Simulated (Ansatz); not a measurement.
## Co3BiC2: relaxing a made-up structure

Starting from a made-up structure for Co3BiC2, the aim is the relaxed cell, its shortest contacts and, where a second run follows, its electronic structure.

Method: DFT, PBEsol, plane-wave PAW, files of the set soft_1, scalar-relativistic, ferromagnetic start, cell and ions relaxed at zero pressure; PAW set soft_1, in Ansatz 0.2.0.

## (1) The structure

The structure is hexagonal, space group P6/mmm (No. 191). The conventional cell has a = 5.168 Å, b = 5.168 Å, c = 3.263 Å, α = 90.00°, β = 90.00°, γ = 120.00°. Nearest to Bi lie 6 C at 2.98 Å and 12 Co at 3.06 Å and 2 Bi at 3.26 Å. Nearest to Co lie 4 C at 2.21 Å and 4 Co at 2.58 Å and 4 Bi at 3.06 Å. Nearest to C lie 6 Co at 2.21 Å. Farther neighbours are not listed.

## (2) Relaxation of the guess

The guess takes its coordinates from another compound and its volume from a rule, so the cell and any free coordinates are relaxed together.

input.yaml reads:

```yaml
crystal:
  lattice:
    - [5.168, 0.0, 0.0]
    - [-2.584, 4.475619287, 0.0]
    - [0.0, 0.0, 3.263]
  atoms:
    - { symbol: Bi, position: [0.0, 0.0, 0.0] }
    - { symbol: Co, position: [0.0, 0.5, 0.5], spin: 2.0 }
    - { symbol: Co, position: [0.5, 0.5, 0.5], spin: 2.0 }
    - { symbol: Co, position: [0.5, 0.0, 0.5], spin: 2.0 }
    - { symbol: C, position: [0.666666667, 0.333333333, 0.0] }
    - { symbol: C, position: [0.333333333, 0.666666667, 0.0] }
magnetization:
  spin_polarized: true
kpoints:
  mp_grid: { grid: [6, 6, 8] }
scf:
  occupations: { method: fermi_dirac, width: 0.05 }
hamiltonian:
  xc: pbesol
  pseudopotentials: { kind: paw, azcp: { folder: soft_1 }, xc_functional: pbe }
relax:
  f_tol: 0.015
  max_steps: 70
  cell: {}
output:
  forces: true
  stress: true
```

Started as:

```
$ ansatz run input.yaml --threads 4 --pin off --max-ram 10240MiB --backend cpu --events-out ev --progress --plain --runs-dir out
```

Numbers of over 12 decimals in the logs are rounded to 6 here.

The program printed:

```text
Engine: ansatz 0.2.0, aarch64-unknown-linux-gnu
Pseudopotentials: kind: paw
Pseudopotential: Bi, paw, valence charge 15, recommended cutoff 420 eV (normal), soft_1/Bi.paw.azcp
Pseudopotential: Co, paw, valence charge 17, recommended cutoff 420 eV (normal), soft_1/Co.paw.azcp
Pseudopotential: C, paw, valence charge 4, recommended cutoff 420 eV (normal), soft_1/C.paw.azcp
Functional definition: PBEsol
  exchange = pbesol_x
  correlation = pbesol_c
Crystal: 6 atoms, lattice volume = 75.473 Å³
Basis set: ecut = 420 eV, 1481 PW (Γ), exchange–correlation on 72×72×48 points (8 copies of the dense FFT grid, shifted against one another)
Bands: 48, of which v1, the nominal top of the filled ones, is band 37 counted from 1 (36 counted from 0)
Symmetry: 24 space group operations
Space group: P6/mmm (ITA 191), of the structure as read, at distance tolerance 4.2e-5 Å
Magnetic group: BNS 191.233 (UNI 1463), of the structure as read, at distance tolerance 4.2e-5 Å
k-points: 35 of 288
Non-local potential: Bi, projectors of the file, l = 0: 2, l = 1: 2, l = 2: 2, l = 3: 1
Non-local potential: Co, projectors of the file, l = 0: 3, l = 1: 2, l = 2: 3, l = 3: 1
Non-local potential: C, projectors of the file, l = 0: 2, l = 1: 2, l = 2: 1
PAW form: soft (Blöchl's): semilocal exchange-correlation on the pseudo side does not see the compensation charge
PAW frozen core: Bi, regenerated for the run's functional, and the local potential with it (the file was generated under x = pbe(κ = 0.804, μ = 0.219515), c = pbe(β = 0.066725))
PAW frozen core: Co, regenerated for the run's functional, and the local potential with it (the file was generated under x = pbe(κ = 0.804, μ = 0.219515), c = pbe(β = 0.066725))
PAW frozen core: C, regenerated for the run's functional, and the local potential with it (the file was generated under x = pbe(κ = 0.804, μ = 0.219515), c = pbe(β = 0.066725))
PAW one-centre angular grid: Bi, 590 points (default); XC on 64 Gauss nodes
PAW one-centre angular grid: Co, 590 points (default); XC on 64 Gauss nodes
PAW one-centre angular grid: C, 110 points (default); XC on 64 Gauss nodes
Initial density: superposition of atomic densities (chi_scale 0.1, normalization cell, long waves kept (reshape's long-wave potential 0.01 eV rms))
Starting moments: Σ|m| = 6 μB on 3 of 6 sites
Initial wavefunctions: pseudopotential atomic-orbital guess
Functional: x = pbesol(κ = 0.804, μ = 0.123457), c = pbesol(β = 0.046)
SCF iter   1: F=—  HF=-28009.012609 eV  |F-HF|=—  |Δ(HF+E_count)|=         —  Δρ=2.54e-2 (↑2.38e-2 ↓2.54e-2)  dr2=3.23e0  dr2_m=4.46e-2  M=5.182 μB ∫|m|=5.543 μB  β_m=0.30  ethr=3.10e-3  ⟨swp⟩=5.5  Hψ=10775  notcnv=0  defer=15
Mixer restart at iter 1: flushing history
preconditioner: auto → Kerker (q_TF=auto, 2.719 Å⁻¹)  [metal: Δε(μ)=0.005 eV  Ē_g=10.959 eV  σ=0.050 eV  W_gap=0.03  n_scr=26 (ndim 8)  ℏωp=30.2 eV  f_vac=0.000  D(μ)=9.04/eV (n_scr^D=136)]
spin=Collinear: Kerker preconditioning applied to the charge; magnetization (m = ρ↑ − ρ↓) channel mixes plain (no charge-response kernel on spin).
SCF iter   2: F=—  HF=-28009.452181 eV  |F-HF|=—  |Δ(HF+E_count)|=   4.40e-1  Δρ=3.27e-2 (↑1.73e-2 ↓3.27e-2)  dr2=2.41e0  dr2_m=1.07e-1  M=4.781 μB ∫|m|=5.248 μB  β_m=0.65  ethr=3.10e-3  ⟨swp⟩=1.9  Hψ=4167  notcnv=0  defer=101
SCF iter   3: F=—  HF=-28011.038076 eV  |F-HF|=—  |Δ(HF+E_count)|=    1.59e0  Δρ=3.95e-2 (↑1.58e-2 ↓3.95e-2)  dr2=1.57e0  dr2_m=4.13e-1  M=4.032 μB ∫|m|=4.718 μB  β_m=0.33  ethr=3.10e-3  ⟨swp⟩=2.1  Hψ=4483  notcnv=0  defer=182
SCF iter   4: F=—  HF=-28011.281959 eV  |F-HF|=—  |Δ(HF+E_count)|=   2.44e-1  Δρ=3.63e-2 (↑1.11e-2 ↓3.63e-2)  dr2=1.24e0  dr2_m=3.05e-1  M=3.664 μB ∫|m|=4.391 μB  β_m=0.16  ethr=2.12e-3  ⟨swp⟩=2.0  Hψ=4403  notcnv=0  defer=182
SCF iter   5: F=—  HF=-28011.744515 eV  |F-HF|=—  |Δ(HF+E_count)|=   4.63e-1  Δρ=2.39e-2 (↑2.39e-2 ↓1.38e-2)  dr2=5.26e-1  dr2_m=1.85e-1  M=3.223 μB ∫|m|=3.983 μB  β_m=0.46  ethr=1.67e-3  ⟨swp⟩=2.1  Hψ=4824  notcnv=0  defer=182
SCF iter   6: F=—  HF=-28011.662943 eV  |F-HF|=—  |Δ(HF+E_count)|=   8.16e-2  Δρ=8.89e-3 (↑4.94e-3 ↓8.89e-3)  dr2=1.02e-1  dr2_m=7.02e-3  M=2.442 μB ∫|m|=3.016 μB  β_m=0.53  ethr=7.11e-4  ⟨swp⟩=2.7  Hψ=5616  notcnv=0  defer=178
SCF iter   7: F=—  HF=-28012.315312 eV  |F-HF|=—  |Δ(HF+E_count)|=         —  Δρ=6.30e-2 (↑6.30e-2 ↓6.05e-2)  dr2=2.30e-2  dr2_m=2.62e0  M=0.195 μB ∫|m|=0.526 μB  β_m=1.00  ethr=1.38e-4  ⟨swp⟩=2.7  Hψ=5533  notcnv=0  defer=178
Mixer restart at iter 7: flushing history
SCF iter   8: F=—  HF=-28012.016491 eV  |F-HF|=—  |Δ(HF+E_count)|=   2.99e-1  Δρ=1.58e-2 (↑1.36e-3 ↓1.58e-2)  dr2=1.53e-1  dr2_m=3.82e-2  M=0.117 μB ∫|m|=0.233 μB  β_m=0.53  ethr=6.76e-5  ⟨swp⟩=2.2  Hψ=6345  notcnv=0  defer=200
SCF iter   9: F=—  HF=-28012.028786 eV  |F-HF|=—  |Δ(HF+E_count)|=   1.23e-2  Δρ=8.81e-3 (↑8.81e-3 ↓2.98e-3)  dr2=1.36e-2  dr2_m=2.24e-2  M=0.075 μB ∫|m|=0.153 μB  β_m=0.54  ethr=6.76e-5  ⟨swp⟩=2.9  Hψ=6600  notcnv=0  defer=202
SCF iter  10: F=—  HF=-28012.017490 eV  |F-HF|=—  |Δ(HF+E_count)|=   1.13e-2  Δρ=6.80e-3 (↑1.34e-3 ↓6.80e-3)  dr2=2.12e-2  dr2_m=1.12e-2  M=0.056 μB ∫|m|=0.111 μB  β_m=0.45  ethr=1.83e-5  ⟨swp⟩=2.1  Hψ=6981  notcnv=0  defer=202
SCF iter  11: F=—  HF=-28012.014928 eV  |F-HF|=—  |Δ(HF+E_count)|=   2.56e-3  Δρ=2.28e-3 (↑2.28e-3 ↓5.30e-4)  dr2=1.41e-3  dr2_m=1.20e-3  M=0.021 μB ∫|m|=0.038 μB  β_m=0.84  ethr=1.83e-5  ⟨swp⟩=2.0  Hψ=5455  notcnv=0  defer=202
SCF iter  12: F=—  HF=-28012.015328 eV  |F-HF|=—  |Δ(HF+E_count)|=   4.01e-4  Δρ=1.06e-3 (↑1.06e-3 ↓2.01e-4)  dr2=4.40e-4  dr2_m=2.66e-4  M=0.008 μB ∫|m|=0.015 μB  β_m=0.92  ethr=1.90e-6  ⟨swp⟩=2.0  Hψ=4825  notcnv=0  defer=202
SCF iter  13: F=—  HF=-28012.015237 eV  |F-HF|=—  |Δ(HF+E_count)|=   9.18e-5  Δρ=2.07e-4 (↑9.39e-5 ↓2.07e-4)  dr2=2.32e-5  dr2_m=1.43e-5  M=-0.002 μB ∫|m|=0.004 μB  β_m=0.86  ethr=5.94e-7  ⟨swp⟩=1.5  Hψ=3928  notcnv=0  defer=202
SCF iter  14: F=—  HF=-28012.015236 eV  |F-HF|=—  |Δ(HF+E_count)|=   2.63e-7  Δρ=1.97e-5 (↑1.97e-5 ↓5.38e-6)  dr2=4.54e-7  dr2_m=7.54e-8  M=0.000 μB ∫|m|=0.000 μB  β_m=0.93  ethr=3.13e-8  ⟨swp⟩=2.0  Hψ=3937  notcnv=0  defer=202
SCF iter  15: F=—  HF=-28012.680803 eV  |F-HF|=—  |Δ(HF+E_count)|=         —  Δρ=7.65e-2 (↑7.65e-2 ↓7.49e-2)  dr2=2.11e-2  dr2_m=3.94e0  M=2.234 μB ∫|m|=2.385 μB  β_m=1.00  ethr=6.13e-10  ⟨swp⟩=1.8  Hψ=3814  notcnv=0  defer=202
Mixer restart at iter 15: flushing history
SCF iter  16: F=—  HF=-28012.012449 eV  |F-HF|=—  |Δ(HF+E_count)|=   6.68e-1  Δρ=3.13e-2 (↑3.13e-2 ↓2.75e-2)  dr2=1.24e-2  dr2_m=5.91e-1  M=1.221 μB ∫|m|=1.477 μB  β_m=0.93  ethr=6.76e-5  ⟨swp⟩=2.3  Hψ=5881  notcnv=0  defer=202
[...]
SCF 3 converged in 12 iterations: F = -28013.839792 eV  dr2 = 3.32e-8
relax step   3: F+E_penalty+E_count = -28013.83979170 eV  Δ(F+E_penalty+E_count) = -5.910e-1 eV  max|allowed force component| = 4.780e-17 eV/Å  Δτ_max = 0.0000 Å  P = -4.290 GPa  Ω = 64.008 Å³  energy of the carried Pulay correction = +9.762e-3 eV  (12 SCF iters, dr2 threshold 6.00e-7 eV, accepted)
[...]
relax step   4: F+E_penalty+E_count = -28013.91011189 eV  Δ(F+E_penalty+E_count) = -7.032e-2 eV  max|allowed force component| = 3.624e-17 eV/Å  Δτ_max = 0.0000 Å  P = +2.658 GPa  Ω = 62.494 Å³  energy of the carried Pulay correction = +1.117e-2 eV  (12 SCF iters, dr2 threshold 6.00e-7 eV, accepted)
[...]
relax step   5: F+E_penalty+E_count = -28013.91737623 eV  Δ(F+E_penalty+E_count) = -7.264e-3 eV  max|allowed force component| = 3.701e-17 eV/Å  Δτ_max = 0.0000 Å  P = -0.395 GPa  Ω = 63.353 Å³  energy of the carried Pulay correction = +1.036e-2 eV  (10 SCF iters, dr2 threshold 6.00e-7 eV, accepted)
[...]
relax step   6: F+E_penalty+E_count = -28013.91759880 eV  Δ(F+E_penalty+E_count) = -2.226e-4 eV  max|allowed force component| = 3.624e-17 eV/Å  Δτ_max = 0.0000 Å  P = +0.002 GPa  Ω = 63.250 Å³  energy of the carried Pulay correction = +1.046e-2 eV  (9 SCF iters, dr2 threshold 4.48e-7 eV, accepted)
[...]
relax step   7: F+E_penalty+E_count = -28013.91050568 eV  Δ(F+E_penalty+E_count) = +7.093e-3 eV  max|allowed force component| = 3.238e-17 eV/Å  Δτ_max = 0.0000 Å  P = -0.064 GPa  Ω = 63.250 Å³  stress off target by 8.72e-2 GPa  SCF on the basis re-selected at this cell (its energy is not comparable with the rows above)  (13 SCF iters)
[...]
relax step   8: F+E_penalty+E_count = -28013.91052862 eV  Δ(F+E_penalty+E_count) = -2.294e-5 eV  max|allowed force component| = 4.472e-17 eV/Å  Δτ_max = 0.0000 Å  P = +0.000 GPa  Ω = 63.235 Å³  energy of the carried Pulay correction = +1.935e-5 eV  (7 SCF iters, dr2 threshold 1.90e-8 eV, accepted)
iter 1 solved again at ethr=7.70e-8 eV; its pass at ethr=3.10e-3 eV (dr2=5.70e-5 eV) is discarded
SCF iter   1: F=—  HF=-28013.910476 eV  |F-HF|=—  |Δ(HF+E_count)|=         —  Δρ=1.47e-6 (↑1.20e-6 ↓1.47e-6)  dr2=1.42e-9  dr2_m=6.47e-11  M=0.700 μB ∫|m|=0.792 μB  β_m=0.65  ethr=7.70e-8  ⟨swp⟩=3.0  Hψ=20636  notcnv=0
eigensolver tolerance schedule: the retry pair's looser diagonalisation over-reported the residual by 40233.32 of it (diagonalisation noise at 1494.30 of the residual, at the tolerance the schedule requests for it); recorded, not acted on — ethr = c·dr2/N_el stays at c = 1.0e-1
preconditioner: auto → none  [metal: Δε(μ)=0.022 eV  Ē_g=12.495 eV  σ=0.050 eV  W_gap=0.11  n_scr=8 (ndim 8)  ℏωp=33.0 eV  f_vac=0.000  D(μ)=4.18/eV (n_scr^D=44)]
SCF iter   2: F=—  HF=-28013.910476 eV  |F-HF|=—  |Δ(HF+E_count)|=   2.27e-7  Δρ=1.38e-6 (↑1.38e-6 ↓8.26e-7)  dr2=1.98e-9  dr2_m=7.28e-11  M=0.700 μB ∫|m|=0.792 μB  β_m=0.30  ethr=1.91e-12  ⟨swp⟩=3.2  Hψ=8396  notcnv=0
SCF iter   3: F=—  HF=-28013.910476 eV  |F-HF|=—  |Δ(HF+E_count)|=  5.57e-10  Δρ=5.69e-7 (↑5.59e-7 ↓5.69e-7)  dr2=9.72e-11  dr2_m=3.39e-11  M=0.700 μB ∫|m|=0.792 μB  β_m=0.41  ethr=1.91e-12  ⟨swp⟩=2.0  Hψ=4523  notcnv=0
SCF iter   4: F=—  HF=-28013.910476 eV  |F-HF|=—  |Δ(HF+E_count)|=   1.71e-9  Δρ=5.89e-7 (↑5.89e-7 ↓2.25e-7)  dr2=3.10e-10  dr2_m=2.90e-11  M=0.700 μB ∫|m|=0.792 μB  β_m=0.41  ethr=1.00e-12  ⟨swp⟩=1.0  Hψ=3360  notcnv=0
SCF iter   5: F=—  HF=-28013.910476 eV  |F-HF|=—  |Δ(HF+E_count)|=  6.73e-10  Δρ=4.33e-7 (↑4.33e-7 ↓1.58e-7)  dr2=1.35e-10  dr2_m=2.43e-11  M=0.700 μB ∫|m|=0.792 μB  β_m=0.53  ethr=1.00e-12  ⟨swp⟩=2.0  Hψ=3880  notcnv=0
SCF iter   6: F=—  HF=-28013.910476 eV  |F-HF|=—  |Δ(HF+E_count)|=  7.35e-10  Δρ=3.14e-7 (↑3.14e-7 ↓7.89e-8)  dr2=7.39e-11  dr2_m=9.49e-12  M=0.700 μB ∫|m|=0.792 μB  β_m=0.64  ethr=1.00e-12  ⟨swp⟩=2.0  Hψ=4356  notcnv=0
SCF iter   7: F=—  HF=-28013.910476 eV  |F-HF|=—  |Δ(HF+E_count)|=  2.33e-10  Δρ=4.22e-8 (↑4.22e-8 ↓3.55e-8)  dr2=4.50e-13  dr2_m=6.10e-13  M=0.700 μB ∫|m|=0.792 μB  β_m=0.69  ethr=1.00e-12  ⟨swp⟩=2.0  Hψ=4327  notcnv=0
SCF iter   8: F=-28013.910476 eV  HF=-28013.910476 eV  |F-HF|=3.64e-11  |Δ(HF+E_count)|=  1.46e-11  Δρ=1.54e-7 (↑1.54e-7 ↓1.28e-7)  dr2=4.31e-11  dr2_m=1.36e-13  M=0.700 μB ∫|m|=0.792 μB  ethr=1.00e-12  ⟨swp⟩=2.2  Hψ=8825  notcnv=0
SCF 9 converged in 8 iterations: F = -28013.910476 eV  dr2 = 4.31e-11
relax step   9: F+E_penalty+E_count = -28013.91047552 eV  Δ(F+E_penalty+E_count) = +5.310e-5 eV  max|allowed force component| = 2.313e-17 eV/Å  Δτ_max = 0.0000 Å  P = -0.000 GPa  Ω = 63.235 Å³  stress off target by 1.34e-3 GPa  SCF on the basis re-selected at this cell (its energy is not comparable with the rows above)  (8 SCF iters)
basis re-selected at this cell: Δ(F+E_penalty+E_count) = +5.310e-5 eV, ΔP = -0.000 GPa vs the last step (what re-selecting the basis moved, of the pressure what is left beyond the Pulay correction that the steps carried, after the strain that the cell walked since its last selection, with what the two solves' SCF thresholds leave and, on support functions, any second-order correction that the steps lacked; it is no m [...]
SCF converged after 8 iterations
Magnetization: 0.7003 μB (37.3502 up, 36.6498 down)
Absolute magnetization: 0.7927 μB (∫|ρ↑−ρ↓|, with the PAW one-centre terms)
Spin contamination: 0.0124 ħ² per cell (⟨S²⟩ above its minimum at these occupations)
Per-site moments (μB) at R_I (Å): [(-0.00586166, 1.169242), (0.238683, 0.840863), (0.238683, 0.840863), (0.238683, 0.840863), (-0.00211947, 0.840863), (-0.00211947, 0.840863)]
Free energy (F): -28013.910476 eV
Harris-Foulkes:  -28013.910476 eV  (|F-HF|=3.64e-11)
Internal energy: -28013.874823 eV  (E = F + TS)
E sigma→0 (E₀):  -28013.892649 eV
Entropy (-TS):   -0.035653 eV (-5.942 meV/atom)
Fermi energy:    18.499178 eV
--- Per-component energies (eV) ---
  E_band       = -650.382692
  E_kinetic    = 1310.045960
  E_local      = -9964.703270  (includes V_loc(G=0)·N_el)
  E_nonlocal   = 1774.513265
  E_hartree    = 4410.233712
  E_xc         = -524.092138
  E_vxc        = -608.572473  (∫ρ·V_xc dr)
  E_paw        = -15322.435036  (= ΣΔE_a)
  E_vpaw       = -1982.134605  (= ΣTr[D̂ρ^β])
  E_aug_tail   = 0.000230  (compensation charges beyond the density's cutoff)
  E_ewald      = -9698.134799
  E_core_change = 0.697254  (= ΣΔE_core)
  E_smearing   = -0.035653  (= −TS)
  E_closure    = -0.000000  (closes the sum)
  Σ components = -28013.910476   (vs F -28013.910476, Δ=0.00e0)
--- Forces (eV/Å), atoms counted from 1 ---
  atom   1  Bi     0.00000000     0.00000000     0.00000000
  atom   2  Co    -0.00000000    -0.00000000     0.00000000
  atom   3  Co    -0.00000000     0.00000000     0.00000000
  atom   4  Co     0.00000000     0.00000000     0.00000000
  atom   5  C      0.00000000    -0.00000000     0.00000000
  atom   6  C     -0.00000000     0.00000000     0.00000000
  max |Σ_I F_I| component: 1.16e-18 eV/Å
--- Stress (GPa, compression-positive) ---
        0.000467      -0.000000       0.000000
       -0.000000       0.000467       0.000000
        0.000000       0.000000      -0.001343
  P = ⅓ Tr σ = -0.0001 GPa (-0.001 kbar)
--- Relaxed structure (7 steps of the walk, 7 accepted, 2 SCFs on fresh bases) ---
  F+E_penalty+E_count = -28013.91047552 eV   max|allowed force component| = 2.313e-17 eV/Å   (the final SCF, on the basis selected at the relaxed cell)
  cell:  # Å, volume = 63.2348 Å³
    - [5.075426, 0, 0.0]
    - [-2.537713, 4.395448, 0.0]
    - [0.0, 0.0, 2.834527]
  atoms:
    - { symbol: Bi, position: [0, 0, 0.0] }
    - { symbol: Co, position: [5.551115123125783e-17, 0.500000, 0.5] }
    - { symbol: Co, position: [0.5, 0.500000, 0.5] }
    - { symbol: Co, position: [0.5, 0, 0.5] }
    - { symbol: C, position: [0.666667, 0.333333, 0.0] }
    - { symbol: C, position: [0.333333, 0.666667, 0.0] }
```

Elapsed: 41 s, on 4 threads of Arm Neoverse V2, shared host; peak memory 0.61 GiB.

Step by step:

| step | energy less that of the first step (eV) | largest force component (eV/Å) | pressure (GPa) | volume (Å³) |
| --- | --- | --- | --- | --- |
| 1 | 0.0000 | 0.0000 | -30.26 | 75.47 |
| 2 | -1.2336 | 0.0000 | -19.57 | 69.13 |
| 3 | -1.8246 | 0.0000 | -4.29 | 64.01 |
| 4 | -1.8949 | 0.0000 | 2.66 | 62.49 |
| 5 | -1.9021 | 0.0000 | -0.39 | 63.35 |
| 6 | -1.9024 | 0.0000 | 0.00 | 63.25 |
| 7* | -1.8953 | 0.0000 | -0.06 | 63.25 |
| 8 | -1.8953 | 0.0000 | 0.00 | 63.23 |
| 9* | -1.8952 | 0.0000 | 0.00 | 63.23 |

Relaxation steps marked * repeat the geometry before them on a plane-wave basis chosen anew for their cell, so energy and pressure can jump there.

Forces are held to the 24 operations that the run works with; a distortion that breaks them can't arise in this run.

| cell as run | before | after | change |
| --- | --- | --- | --- |
| a (Å) | 5.168 | 5.075 | -1.8 % |
| b (Å) | 5.168 | 5.075 | -1.8 % |
| c (Å) | 3.263 | 2.835 | -13.1 % |
| volume (Å³/atom) | 12.58 | 10.54 | -16.2 % |

Final coordinates:

```cif
data_structure
_symmetry_space_group_name_H-M 'P 1'
_symmetry_Int_Tables_number 1
_cell_length_a 5.0754
_cell_length_b 5.0754
_cell_length_c 2.8345
_cell_angle_alpha 90.000
_cell_angle_beta 90.000
_cell_angle_gamma 120.000
_cell_volume 63.23
loop_
_atom_site_label
_atom_site_type_symbol
_atom_site_fract_x
_atom_site_fract_y
_atom_site_fract_z
_atom_site_occupancy
Bi1 Bi 0.00000 0.00000 0.00000 1
Co2 Co 0.00000 0.50000 0.50000 1
Co3 Co 0.50000 0.50000 0.50000 1
Co4 Co 0.50000 0.00000 0.50000 1
C5 C 0.66667 0.33333 0.00000 1
C6 C 0.33333 0.66667 0.00000 1
```

Numbers from this step:

```
free energy             : -28013.9105 eV
energy at zero smearing : -28013.8926 eV
smearing term TS        : 0.03565 eV
Fermi energy            : 18.50 eV
magnetization           : 0.7003 μB
absolute magnetization  : 0.7927 μB
site moments            : -0.005862, 0.2387, 0.2387, 0.2387, -0.002119, -0.002119 μB
electrons               : 74
symmetry operations     : 24
pressure                : -1.36e-4 GPa
```

Site moment by atom:

```csv
atom,site moment (μB)
Bi1,-0.006
Co2,0.239
Co3,0.239
Co4,0.239
C5,-0.002
C6,-0.002
```

The shortest distance of each pair, which need not be the same contact before and after:

```csv
pair,guess (Å),relaxed (Å)
C–Co,2.211,2.038
Co–Co,2.584,2.538
Bi–Bi,3.263,2.835
C–C,2.984,2.835
Bi–Co,3.056,2.907
```

The relaxation ends with a pressure of 0.00 GPa.

## (3) What came out

```yaml
space_group_relaxed: P6/mmm
conventional_cell: a = 5.075, b = 5.075, c = 2.835 Å; α = 90.0°, β = 90.0°, γ = 120.0°
volume_per_atom: 10.54 Å³ (guess 12.58)
total_moment: 0.70 μB in the cell of 6 atoms
```

**Reading.** Co3BiC2 relaxes to P6/mmm with a = 5.075, b = 5.075 and c = 2.835 Å. The guessed volume was 19 % too large. The space group P6/mmm was held in the relaxation, so the end point is a stationary structure within it and may be a saddle against distortions or other arrangements. The input starts from parallel moments, and no other start was typed. Mesh and cutoff weren't tested. A vector of the cell changed its length by 13 %, more than the volume shows. Spin-orbit coupling is left out, which can matter for elements this heavy. No dispersion term is used, so weakly bound directions may come out too long. Nothing here tests whether the compound is stable against decomposition.

[Logs are printed without paths, hosts, clocks, repeated set-up lines and the standing remarks that a program may print on its own settings, such as how far it seeks lower states.]

[Hosts, paths, dates, database ids (printed as entryN), source tags and the programs' standing remarks are cut or masked in the printed files.]
